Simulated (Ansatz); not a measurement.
# Na2H14C6S2Cl2O9 (C2/c) (140 atoms) under strain, part 3 of 3

How stiff is Na2H14C6S2Cl2O9 (C2/c) (140 atoms), and how do its levels respond to strain?

Ansatz 0.2.0; Kohn-Sham DFT, RPBE+D3(BJ), PAW (set soft_2), plane waves.

The cell: 8 Na, 56 H, 24 C, 8 S, 8 Cl and 36 O. The cell is under 6 Å thick along one periodic direction.

So far. Step 9 (Volume -10 %): The relaxation converged after 8 steps, 4.91 eV below its start, with a largest force component of 0.024 eV/Å. Step 9 (Volume -10 %): Volume -10 %: the energy stands 0.861 eV above that of the reference, at a pressure of 2.07 GPa.

## Step 10: Stretched by 1 % along x

The relaxed cell is strained along x alone, which gives the stiffness along x and its coupling to y and z.

The input, input.yaml:

```yaml
crystal:
  lattice:
    - [28.62758, 0.04727, 0.07777]
    - [0.00883, 5.17775, 0.01327]
    - [-2.14783, 0.02282, 10.27523]
  atoms:
    [... the 140 atom lines of step 4 ...]
kpoints:
  mp_grid: { grid: [1, 2, 1] }
hamiltonian:
  xc: rpbe
  dispersion: d3bj
scf:
  occupations: { method: gaussian, width: 0.05 }
output:
  forces: true
  eigenvalues: true
  stress: true
relax:
  f_tol: 0.05
  max_steps: 70
```

Launch:

```
> ansatz run input.yaml --threads 8 --pin off --max-ram 15872MiB --backend cpu --events-out ev --progress --plain --runs-dir out
```

Numbers of over 12 decimals in the logs are rounded to 6 here.

The log of the run:

```text
[...]
Crystal: 140 atoms, lattice volume = 1523.911 Å³
Basis set: ecut = 420 eV, 29865 PW (Γ), exchange–correlation on 384×72×144 points (8 copies of the dense FFT grid, shifted against one another)
Bands: 412, of which v1, the nominal top of the filled ones, is band 272 counted from 1 (271 counted from 0)
Symmetry: 1 space group operations
[...]
k-points: 2
[...]
SCF iter   1: F=—  HF=-55315.782170 eV  |F-HF|=—  |Δ(HF+E_count)|=         —  Δρ=6.23e-3  dr2=7.41e-1  ethr=1.77e-3  ⟨swp⟩=5.0  Hψ=3580  notcnv=0  defer=244
[...]
SCF iter   7: F=-55315.600372 eV  HF=-55315.600368 eV  |F-HF|=4.44e-6  |Δ(HF+E_count)|=   2.04e-5  Δρ=2.14e-5  dr2=5.55e-6  ethr=1.06e-8  ⟨swp⟩=15.0  Hψ=4994  notcnv=0
SCF 1 converged in 7 iterations: F = -55315.600372 eV  dr2 = 5.55e-6
[...]
relax step   1: F+E_penalty+E_count = -55315.60037210 eV  Δ(F+E_penalty+E_count) = +0.000e0 eV  max|allowed force component| = 4.001e-1 eV/Å  Δτ_max = 0.0000 Å  (7 SCF iters, dr2 threshold 6.25e-5 eV, accepted)
[...]
relax step   2: F+E_penalty+E_count = -55315.67090169 eV  Δ(F+E_penalty+E_count) = -7.053e-2 eV  max|allowed force component| = 2.244e-1 eV/Å  Δτ_max = 0.0426 Å  (6 SCF iters, dr2 threshold 1.00e-5 eV, accepted)
[...]
relax step   3: F+E_penalty+E_count = -55315.68659300 eV  Δ(F+E_penalty+E_count) = -1.569e-2 eV  max|allowed force component| = 7.147e-2 eV/Å  Δτ_max = 0.0329 Å  (6 SCF iters, dr2 threshold 3.15e-6 eV, accepted)
[...]
relax step   4: F+E_penalty+E_count = -55315.68844813 eV  Δ(F+E_penalty+E_count) = -1.855e-3 eV  max|allowed force component| = 1.618e-2 eV/Å  Δτ_max = 0.0148 Å  (7 SCF iters, accepted)
SCF converged after 7 iterations
Free energy (F): -55315.688448 eV
[...]
Internal energy: -55315.688448 eV  (E = F + TS)
E sigma→0 (E₀):  -55315.688448 eV
Fermi energy:    3.324108 eV
[...]
--- Forces (eV/Å), atoms counted from 1 ---
  atom   1  Na    -0.00058123     0.00197168    -0.00047639
  atom   2  Na     0.00004272     0.00370121     0.00128737
  atom   3  Na     0.00141364     0.00206348    -0.00078975
  atom   4  Na     0.00152609     0.00324011     0.00043316
  atom   5  Na    -0.00031068    -0.00339627     0.00102932
  atom   6  Na    -0.00116043    -0.00203274    -0.00068141
  atom   7  Na    -0.00080398    -0.00167795     0.00008136
  atom   8  Na    -0.00101660    -0.00320937    -0.00083328
  atom   9  H      0.00785563     0.00178857     0.00158993
  atom  10  H     -0.00791608     0.00121113    -0.00129078
  atom  11  H      0.00753006     0.00123565     0.00089817
  atom  12  H     -0.00790042     0.00168679    -0.00203959
  atom  13  H     -0.00780182    -0.00065302    -0.00134377
  atom  14  H      0.00770864    -0.00227406     0.00154009
[...]
atom 139  O      0.00059716    -0.00772186     0.00396746
  atom 140  O      0.00083749    -0.00841455     0.00283266
  max |Σ_I F_I| component: 1.22e-4 eV/Å
--- Stress (GPa, compression-positive) ---
       -0.146683       0.004622       0.007335
        0.004623      -0.049096       0.005563
        0.007335       0.005563      -0.022524
  P = ⅓ Tr σ = -0.0728 GPa (-0.728 kbar)
--- Band table (eV) ---
[...]
--- Relaxed structure (4 steps of the walk, 4 accepted, 0 SCFs on fresh bases) ---
  F+E_penalty+E_count = -55315.68844813 eV   max|allowed force component| = 1.618e-2 eV/Å
  atoms:
    - { symbol: Na, position: [0.042376, 0.607619, 0.637062] }
    - { symbol: Na, position: [0.960730, 0.593377, 0.882846] }
    - { symbol: Na, position: [0.539751, 0.079934, 0.623238] }
    - { symbol: Na, position: [0.458352, 0.122251, 0.867965] }
[...]
- { symbol: O, position: [0.496114, 0.154501, 0.226548] }
```

It took 77 s on 8 threads of Arm Neoverse V2, shared host; peak memory 5.7 GiB.

The relaxation converged after 4 steps, 0.0881 eV below its start, with a largest force component of 0.016 eV/Å.

Stretched by 1 % along x: the energy stands 0.00598 eV above that of the reference, at a pressure of -0.0728 GPa.

## Step 11: Compressed by 1 % along x

The relaxed cell is strained along x alone, which gives the stiffness along x and its coupling to y and z.

input.yaml, the sections that differ from step 10:

```yaml
crystal:
  lattice:
    - [28.0607, 0.04727, 0.07777]
    - [0.00865, 5.17775, 0.01327]
    - [-2.10529, 0.02282, 10.27523]
  atoms:
    [... the 140 atom lines of step 4 ...]
# kpoints, hamiltonian, scf, output, relax: as in step 10
```

The log of the run:

```text
[...]
Crystal: 140 atoms, lattice volume = 1493.735 Å³
Basis set: ecut = 420 eV, 29299 PW (Γ), exchange–correlation on 384×72×144 points (8 copies of the dense FFT grid, shifted against one another)
Bands: 412, of which v1, the nominal top of the filled ones, is band 272 counted from 1 (271 counted from 0)
Symmetry: 1 space group operations
[...]
k-points: 2
[...]
SCF iter   1: F=—  HF=-55315.784487 eV  |F-HF|=—  |Δ(HF+E_count)|=         —  Δρ=6.24e-3  dr2=7.30e-1  ethr=1.77e-3  ⟨swp⟩=5.0  Hψ=3586  notcnv=0  defer=238
[...]
SCF iter   6: F=—  HF=-55315.598699 eV  |F-HF|=—  |Δ(HF+E_count)|=   1.41e-4  Δρ=6.97e-5  dr2=5.63e-5  ethr=5.52e-8  ⟨swp⟩=3.0  Hψ=1074  notcnv=0  defer=272
SCF iter   7: F=-55315.598723 eV  HF=-55315.598718 eV  |F-HF|=4.32e-6  |Δ(HF+E_count)|=   1.90e-5  Δρ=2.15e-5  dr2=5.44e-6  ethr=1.03e-8  ⟨swp⟩=14.5  Hψ=5016  notcnv=0
SCF 1 converged in 7 iterations: F = -55315.598723 eV  dr2 = 5.44e-6
[...]
relax step   1: F+E_penalty+E_count = -55315.59872267 eV  Δ(F+E_penalty+E_count) = +0.000e0 eV  max|allowed force component| = 4.412e-1 eV/Å  Δτ_max = 0.0000 Å  (7 SCF iters, dr2 threshold 6.25e-5 eV, accepted)
[...]
relax step   2: F+E_penalty+E_count = -55315.67083101 eV  Δ(F+E_penalty+E_count) = -7.211e-2 eV  max|allowed force component| = 2.358e-1 eV/Å  Δτ_max = 0.0349 Å  (6 SCF iters, dr2 threshold 1.22e-5 eV, accepted)
[...]
relax step   3: F+E_penalty+E_count = -55315.68653938 eV  Δ(F+E_penalty+E_count) = -1.571e-2 eV  max|allowed force component| = 5.014e-2 eV/Å  Δτ_max = 0.0402 Å  (6 SCF iters, dr2 threshold 3.48e-6 eV, accepted)
[...]
relax step   4: F+E_penalty+E_count = -55315.68836889 eV  Δ(F+E_penalty+E_count) = -1.830e-3 eV  max|allowed force component| = 1.432e-2 eV/Å  Δτ_max = 0.0150 Å  (8 SCF iters, accepted)
SCF converged after 8 iterations
Free energy (F): -55315.688369 eV
[...]
Internal energy: -55315.688369 eV  (E = F + TS)
E sigma→0 (E₀):  -55315.688369 eV
Fermi energy:    3.460531 eV
[...]
Σ components = -55315.688369   (vs F -55315.688369, Δ=0.00e0)
--- Forces (eV/Å), atoms counted from 1 ---
  atom   1  Na     0.00073128    -0.00084717     0.00062307
  atom   2  Na    -0.00038143    -0.00017309     0.00017447
  atom   3  Na     0.00129974    -0.00178808    -0.00082948
  atom   4  Na     0.00032122    -0.00007740    -0.00169118
[...]
atom 140  O     -0.00166822     0.00476315    -0.00485554
  max |Σ_I F_I| component: 6.04e-5 eV/Å
--- Stress (GPa, compression-positive) ---
        0.133611       0.007058      -0.009836
        0.007058       0.091484       0.003962
       -0.009837       0.003962       0.031609
  P = ⅓ Tr σ = 0.0856 GPa (0.856 kbar)
--- Band table (eV) ---
[...]
--- Relaxed structure (4 steps of the walk, 4 accepted, 0 SCFs on fresh bases) ---
  F+E_penalty+E_count = -55315.68836889 eV   max|allowed force component| = 1.432e-2 eV/Å
  atoms:
    - { symbol: Na, position: [0.042927, 0.608323, 0.637339] }
    - { symbol: Na, position: [0.960206, 0.594475, 0.883090] }
    - { symbol: Na, position: [0.540265, 0.080500, 0.622884] }
    - { symbol: Na, position: [0.457827, 0.123329, 0.867527] }
[...]
- { symbol: O, position: [0.495864, 0.154783, 0.225801] }
```

Elapsed: 76 s, on 8 threads; peak memory 5.6 GiB; 9.6 min of CPU time.

The relaxation converged after 4 steps, 0.0896 eV below its start, with a largest force component of 0.014 eV/Å.

Compressed by 1 % along x: the energy stands 0.00606 eV above that of the reference, at a pressure of 0.0856 GPa.

## Step 12: Sheared by 2 % in xy

A shear of the relaxed cell gives the modulus that volume changes can't reach.

input.yaml, the sections that differ from step 11:

```yaml
crystal:
  lattice:
    - [28.34461, 0.33071, 0.07777]
    - [0.06052, 5.17784, 0.01327]
    - [-2.12633, 0.00155, 10.27523]
  atoms:
    [... the 140 atom lines of step 4 ...]
# kpoints, hamiltonian, scf, output, relax: as in step 11
```

The log of the run:

```text
[...]
Crystal: 140 atoms, lattice volume = 1508.673 Å³
Basis set: ecut = 420 eV, 29569 PW (Γ), exchange–correlation on 384×72×144 points (8 copies of the dense FFT grid, shifted against one another)
Bands: 412, of which v1, the nominal top of the filled ones, is band 272 counted from 1 (271 counted from 0)
Symmetry: 1 space group operations
[...]
k-points: 2
[...]
SCF iter   1: F=—  HF=-55315.705768 eV  |F-HF|=—  |Δ(HF+E_count)|=         —  Δρ=6.24e-3  dr2=7.36e-1  ethr=1.77e-3  ⟨swp⟩=5.0  Hψ=3580  notcnv=0  defer=244
[...]
SCF iter   6: F=—  HF=-55315.522496 eV  |F-HF|=—  |Δ(HF+E_count)|=   1.37e-4  Δρ=7.01e-5  dr2=5.71e-5  ethr=5.66e-8  ⟨swp⟩=3.0  Hψ=1080  notcnv=0  defer=272
SCF iter   7: F=-55315.522521 eV  HF=-55315.522516 eV  |F-HF|=4.32e-6  |Δ(HF+E_count)|=   1.99e-5  Δρ=2.15e-5  dr2=5.54e-6  ethr=1.05e-8  ⟨swp⟩=14.5  Hψ=4899  notcnv=0
SCF 1 converged in 7 iterations: F = -55315.522521 eV  dr2 = 5.54e-6
[...]
relax step   1: F+E_penalty+E_count = -55315.52252055 eV  Δ(F+E_penalty+E_count) = +0.000e0 eV  max|allowed force component| = 6.010e-1 eV/Å  Δτ_max = 0.0000 Å  (7 SCF iters, dr2 threshold 6.25e-5 eV, accepted)
[...]
relax step   2: F+E_penalty+E_count = -55315.65390731 eV  Δ(F+E_penalty+E_count) = -1.314e-1 eV  max|allowed force component| = 3.667e-1 eV/Å  Δτ_max = 0.0449 Å  (6 SCF iters, dr2 threshold 2.26e-5 eV, accepted)
[...]
relax step   3: F+E_penalty+E_count = -55315.68328470 eV  Δ(F+E_penalty+E_count) = -2.938e-2 eV  max|allowed force component| = 5.390e-2 eV/Å  Δτ_max = 0.0297 Å  (6 SCF iters, dr2 threshold 8.40e-6 eV, accepted)
relax step   4: F+E_penalty+E_count = -55315.67945534 eV  Δ(F+E_penalty+E_count) = +3.829e-3 eV  max|allowed force component| = 1.025e-1 eV/Å  Δτ_max = 0.0396 Å  (9 SCF iters, rejected (line search))
[...]
relax step   5: F+E_penalty+E_count = -55315.68702162 eV  Δ(F+E_penalty+E_count) = -3.737e-3 eV  max|allowed force component| = 2.444e-2 eV/Å  Δτ_max = 0.0192 Å  (9 SCF iters, accepted)
SCF converged after 9 iterations
Free energy (F): -55315.687022 eV
[...]
Internal energy: -55315.687022 eV  (E = F + TS)
E sigma→0 (E₀):  -55315.687022 eV
Fermi energy:    3.395830 eV
[...]
Σ components = -55315.687022   (vs F -55315.687022, Δ=0.00e0)
--- Forces (eV/Å), atoms counted from 1 ---
  atom   1  Na     0.00031218     0.00210960    -0.00189713
  atom   2  Na    -0.00069525     0.00318119    -0.00093729
  atom   3  Na    -0.00037699     0.00119965    -0.00155111
  atom   4  Na     0.00168738     0.00385557    -0.00337188
[...]
atom 140  O     -0.00376095    -0.00406295     0.00090567
  max |Σ_I F_I| component: 2.20e-5 eV/Å
--- Stress (GPa, compression-positive) ---
        0.009695      -0.110616       0.009409
       -0.110616       0.022833       0.077112
        0.009408       0.077112       0.020893
  P = ⅓ Tr σ = 0.0178 GPa (0.178 kbar)
--- Band table (eV) ---
[...]
--- Relaxed structure (5 steps of the walk, 4 accepted, 0 SCFs on fresh bases) ---
  F+E_penalty+E_count = -55315.68702162 eV   max|allowed force component| = 2.444e-2 eV/Å
  atoms:
    - { symbol: Na, position: [0.042577, 0.605652, 0.637018] }
    - { symbol: Na, position: [0.960477, 0.595984, 0.883038] }
    - { symbol: Na, position: [0.540090, 0.078338, 0.623101] }
    - { symbol: Na, position: [0.457975, 0.125124, 0.867953] }
[...]
- { symbol: O, position: [0.496097, 0.154241, 0.227118] }
```

It took 1.7 min on 8 threads; peak memory 5.6 GiB.

The relaxation converged after 5 steps, 0.165 eV below its start, with a largest force component of 0.024 eV/Å.

Sheared by 2 % in xy: the energy stands 0.00741 eV above that of the reference, at a pressure of 0.0178 GPa.

## Step 13: Pressure against volume

Atoms are relaxed at each volume, in the scaled cell.

```csv
volume change (%),volume (Å³/atom),energy change (meV/atom),pressure (GPa),largest move on relaxing (Å),bonds,gap (eV)
-10,9.700,6.15,2.07,0.33,168,4.84
-6,10.131,2.01,1.08,0.22,168,4.88
-3,10.454,0.48,0.49,0.11,168,4.90
+0,10.777,0.00,-0.01,-,168,4.91
+3,11.101,0.42,-0.37,0.09,168,4.91
+6,11.424,1.47,-0.69,0.21,168,4.92
```

## Step 14: Uniaxial strain and shear

Stress (GPa, compression positive) less that of the relaxed cell, atoms relaxed:

```csv
strain,xx,yy,zz,xy,energy change (meV/atom)
stretched by 1 % along x,-0.130,-0.051,-0.002,0.007,0.04
compressed by 1 % along x,0.150,0.089,0.052,0.010,0.04
sheared by 2 % in xy,0.026,0.021,0.041,-0.108,0.05
```

## Step 15: Findings

The bulk modulus, from the slope of pressure against ln V over the three points nearest the relaxed volume, is 14.4 GPa; a quadratic over all points gives a pressure derivative of about 6.7. The gap goes from 4.84 eV at the smallest volume to 4.92 eV at the largest, +0.4 eV per unit of ln V by a straight line, not monotonically (lowest 4.84, highest 4.92 eV), on the run's k-points. In the Cartesian axes of the cell, finite differences give C11 = 14.0, C12 = 7.03, C13 = 2.71 and C66 = 5.39 GPa (the shear of 2 % is the engineering strain, εxy = 0.01).

**Limits.** Strains are finite and relaxations stop at the force tolerance of the input, which can leave moduli too stiff; they are those of a static cell at zero temperature. Volumes are changed with the cell's shape held, so in an anisotropic solid the modulus lies over the one under free hydrostatic load. The program notes that the SCF threshold of the relaxations is loose for the stress.

The DFT runs together took 18 min of wall time.

[Logs are printed without paths, hosts, clocks, repeated set-up lines and the standing remarks that a program may print on its own settings, such as how far it seeks lower states.]

[Hosts, paths, dates, database ids (printed as entryN), source tags and the programs' standing remarks are cut or masked in the printed files.]
